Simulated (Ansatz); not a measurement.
# (CaS)1(AgCl)2 [001] superlattice, started as rocksalt type: phonons and vibrational spectra, part 3 of 3

Task: relax (CaS)1(AgCl)2 [001] superlattice, started as rocksalt type, then find its harmonic phonons.

Ansatz 0.2.0; DFT LDA, scalar-relativistic, plane waves, PAW.

So far. Step 4 (Tight relaxation): The largest force component left is 0.80 meV/Å and the pressure is -0.003 GPa, within the tolerances set. The cell now holds 19.95 Å³/atom. The relaxed cell has a = 3.916, c = 15.608 Å (conventional setting).

The structure was built from a prototype and need not be the compound's stable phase.

## (5) Linear response at the zone centre (continued)

Static dielectric tensor (ions relaxed, fixed cell):

```
20.15  0.00  0.00
 0.00 20.15  0.00
 0.00  0.00  9.40
```

Transverse modes. Infrared lines, with heights relative to the strongest:

```csv
position (cm⁻¹),label,relative intensity
27,Eu,3.4
37,Eg,0.0
103,Eu,67
122,A1g,0.0
130,A2u,0.0
143,Eg,0.0
198,A2u,54
221,A1g,0.0
251,Eu,100
309,A2u,6.2
```

Activity x (w_L - w)^4 (n + 1)/w, 532 nm, 300 K; the tensors are static ones, while 532 nm light lies above the computed direct gap, where resonance would change the heights; modes without the macroscopic field alone. Lines of the Raman spectrum (strongest = 100):

```
position (cm⁻¹)  label  relative intensity
             27     Eu                 0.0
             37     Eg                 100
            103     Eu                 0.0
            122    A1g                 1.4
            130    A2u                 0.0
            143     Eg                  16
            198    A2u                 0.0
            221    A1g                  89
            251     Eu                 0.0
            309    A2u                 0.0
```

Before it was imposed, the acoustic sum rule was missed by 1.9e-4 eV/Å² and the charge sum rule by 0.0077 e. Small misses are needed for a sound result but don't prove that mesh and cutoff are converged. The lowest optical mode is real, 27.2 cm⁻¹.

## (6) Another isotope, element Ag, natural mass 107.868 amu

An isotope changes the mass and not the force constants, so no new electronic calculation is needed; the shifts show which modes move this element.

The same force constants with the mass of Ag changed from 107.868 to 108.905 u (phonopy, no LO-TO term). Both lists are sorted by frequency; levels can cross, so a row need not hold one and the same mode. Modes under 3 cm⁻¹ are left out. Isotope shifts, by row:

```csv
q,rank,natural mass (cm⁻¹),changed mass (cm⁻¹)
0 0 0,4,27.16,27.12
0 0 0,5,27.16,27.12
0 0 0,6,36.66,36.49
0 0 0,7,36.66,36.49
0 0 0,8,102.9,102.9
0 0 0,9,102.9,102.9
0 0 0,10,121.6,121.1
0 0 0,11,129.9,129.8
0 0 0,12,142.6,142.6
0 0 0,13,142.6,142.6
0 0 0,14,198.3,198.3
0 0 0,15,220.9,220.8
0 0 0,16,250.7,250.7
0 0 0,17,250.7,250.7
0 0 0,18,309,308.9
```

A mode of this element alone would shift by -0.48 %. The highest zone-centre frequency without the field goes from 309.0 to 308.9 cm⁻¹ (-0.0 %). The product of the frequency ratios over all optical modes at Γ is 0.980; the product rule, (m/m′)^(3k/2) (M′/M)^(3/2) with k = 2 such atoms and M the mass of the cell, gives 0.980.

## (7) Another isotope, element Ca, natural mass 40.078 amu

The same for Ca, from 40.08 to 47.95 u.

The same force constants with the mass of Ca changed from 40.078 to 47.953 u (phonopy, no LO-TO term). Both lists are sorted by frequency; levels can cross, so a row need not hold one and the same mode. Modes under 3 cm⁻¹ are left out. Isotope shifts, by row:

```csv
q,rank,natural mass (cm⁻¹),changed mass (cm⁻¹)
0 0 0,4,27.16,26.22
0 0 0,5,27.16,26.22
0 0 0,6,36.66,36.66
0 0 0,7,36.66,36.66
0 0 0,8,102.9,102.2
0 0 0,9,102.9,102.2
0 0 0,10,121.6,121.6
0 0 0,11,129.9,123.7
0 0 0,12,142.6,142.6
0 0 0,13,142.6,142.6
0 0 0,14,198.3,192.6
0 0 0,15,220.9,220.9
0 0 0,16,250.7,241.8
0 0 0,17,250.7,241.8
0 0 0,18,309,309
```

A mode of this element alone would shift by -8.58 %. The highest zone-centre frequency without the field goes from 309.0 to 309.0 cm⁻¹ (-0.0 %). The product of the frequency ratios over all optical modes at Γ is 0.789; the product rule, (m/m′)^(3k/2) (M′/M)^(3/2) with k = 1 such atoms and M the mass of the cell, gives 0.789.

## (8) Isotope substitution, element Cl, natural mass 35.45 amu

The same for Cl, from 35.45 to 36.97 u.

A mode of this element alone would shift by -2.07 %. The highest zone-centre frequency without the field goes from 309.0 to 308.9 cm⁻¹ (-0.0 %). The product of the frequency ratios over all optical modes at Γ is 0.893; the product rule, (m/m′)^(3k/2) (M′/M)^(3/2) with k = 2 such atoms and M the mass of the cell, gives 0.893.

## (9) Another isotope, element S, natural mass 32.06 amu

The same for S, from 32.06 to 33.97 u.

The same force constants with the mass of S changed from 32.060 to 33.968 u (phonopy, no LO-TO term). Both lists are sorted by frequency; levels can cross, so a row need not hold one and the same mode. Modes under 3 cm⁻¹ are left out. Isotope shifts, by row:

| q | rank | natural mass (cm⁻¹) | changed mass (cm⁻¹) |
| --- | --- | --- | --- |
| 0 0 0 | 4 | 27.16 | 26.91 |
| 0 0 0 | 5 | 27.16 | 26.91 |
| 0 0 0 | 6 | 36.66 | 36.66 |
| 0 0 0 | 7 | 36.66 | 36.66 |
| 0 0 0 | 8 | 102.9 | 102.9 |
| 0 0 0 | 9 | 102.9 | 102.9 |
| 0 0 0 | 10 | 121.6 | 121.6 |
| 0 0 0 | 11 | 129.9 | 129.9 |
| 0 0 0 | 12 | 142.6 | 142.6 |
| 0 0 0 | 13 | 142.6 | 142.6 |
| 0 0 0 | 14 | 198.3 | 198.3 |
| 0 0 0 | 15 | 220.9 | 220.9 |
| 0 0 0 | 16 | 250.7 | 246.7 |
| 0 0 0 | 17 | 250.7 | 246.7 |
| 0 0 0 | 18 | 309 | 301.1 |

A mode of this element alone would shift by -2.85 %. The highest zone-centre frequency without the field goes from 309.0 to 301.1 cm⁻¹ (-2.6 %). The product of the frequency ratios over all optical modes at Γ is 0.924; the product rule, (m/m′)^(3k/2) (M′/M)^(3/2) with k = 1 such atoms and M the mass of the cell, gives 0.924.

## (10) Outcome

```yaml
space_group_after_relaxation_within_0p01_a: I4/mmm
volume_per_atom: 19.9 Å³
gap_on_the_k_mesh: 1.13 eV
highest_optical_mode_at_the_zone_centre_no_lo_to_term: 309 cm⁻¹
top_of_the_zone_centre_spectrum_with_the_field: 315 cm⁻¹
lowest_optical_zone_centre_mode: 27.2 cm⁻¹
mean_high_frequency_dielectric_constant: 5.70
mean_static_dielectric_constant: 16.6
largest_born_charge_third_of_the_trace: 2.44 e
imaginary_modes_at_gamma_the_only_wavevector_solved: none
```

In words: The structure is stable against zone-centre distortions, since no mode there is imaginary; other wavevectors were not solved, so zone-boundary instabilities are untested. Without the field, the optical modes at Γ span 27 to 309 cm⁻¹. No dispersion was computed. The highest mode in this list at Γ, 309.0 cm⁻¹, is mostly motion of S (90 % of the kinetic energy). With the macroscopic field of the longitudinal modes the top of the zone-centre spectrum lies at 315 cm⁻¹, against 309 cm⁻¹ without it. Lattice motion raises the mean dielectric constant from 5.703 to 16.57. The strongest infrared line is at 251 cm⁻¹. Averaged over orientations, the strongest Raman line at 532 nm and 300 K is at 37 cm⁻¹. The tensors are the static, non-resonant ones, while 532 nm light (2.33 eV) lies above the computed gap. The starting cell was built on a prototype and not taken from a measurement, so the phase need not exist. These are harmonic frequencies at zero temperature: anharmonic shifts, linewidths and thermal expansion are left out.

[Logs are printed without paths, hosts, clocks, repeated set-up lines and the standing remarks that a program may print on its own settings, such as how far it seeks lower states.]

[Hosts, paths, dates, database ids (printed as entryN), source tags and the programs' standing remarks are cut or masked in the printed files.]
